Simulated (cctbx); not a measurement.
# Resonant diffraction in GdCrSi

Space group P6_3/mmc (no. 194), a = 4.0560 Å, b = 4.0560 Å, c = 15.9170 Å, α = 90.00°, β = 90.00°, γ = 120.00°.

| atom | mult. | x | y | z | Ueq (Å²) |
| --- | --- | --- | --- | --- | --- |
| Gd1 | 2 | 0 | 0 | 1/2 | 0.0069 |
| Gd2 | 2 | 0 | 0 | 3/4 | 0.0154 |
| Cr1 | 4 | 2/3 | 1/3 | 0.8429 | 0.0203 |
| Si1 | 4 | 2/3 | 1/3 | 0.1123 | 0.0170 |

This is a model crystal, built by substitution and not relaxed, with assumed displacement parameters.

Calculated with cctbx: free-atom f′ and f″ from the Sasaki tables, no fine structure; amplitudes in electrons.

```csv
E (eV),F 0 1 1,F 0 1 4,F 0 1 3,F 1 1 4
6643,29.5,216.2,19.4,81.4
6993,30.7,209.2,19.1,72.9
7123,31.0,203.1,19.0,66.7
7183,31.2,196.8,19.0,60.4
7213,31.2,191.6,19.0,55.3
7228,31.3,185.8,18.9,49.7
7235,31.3,180.6,18.9,44.6
7239,31.3,174.9,18.9,39.2
7247,31.3,178.7,18.9,48.9
7251,31.3,184.8,18.9,53.7
7258,31.3,190.2,18.9,58.2
7273,31.4,196.1,18.9,63.1
7303,31.4,201.7,18.9,67.8
7393,31.6,209.3,18.8,74.3
7643,32.0,214.6,18.7,78.3
```

**Question.** Which edge is crossed, and why do the reflections move as they do?

The L3 edge of Gd. The edge is at 7243 eV. f′ of Gd falls from -11.9 e at 7123 eV to -19.2 e at 4 eV below it, and f″ steps from 3.64 to 10.59 e across it. Over that approach |F| changes by +1 % (0 1 1), -14 % (0 1 4), -1 % (0 1 3) and -41 % (1 1 4): a reflection falls where Gd scatters in phase with the total and rises where it scatters against it; it hardly moves where the Gd term is small or cancels by symmetry. Above the edge the larger f″ enters the imaginary part, where it can add to or cancel the other atoms' f″. The structure is centrosymmetric, so Friedel mates stay equal.

[Logs are printed without paths, hosts, clocks, repeated set-up lines and the standing remarks that a program may print on its own settings, such as how far it seeks lower states.]
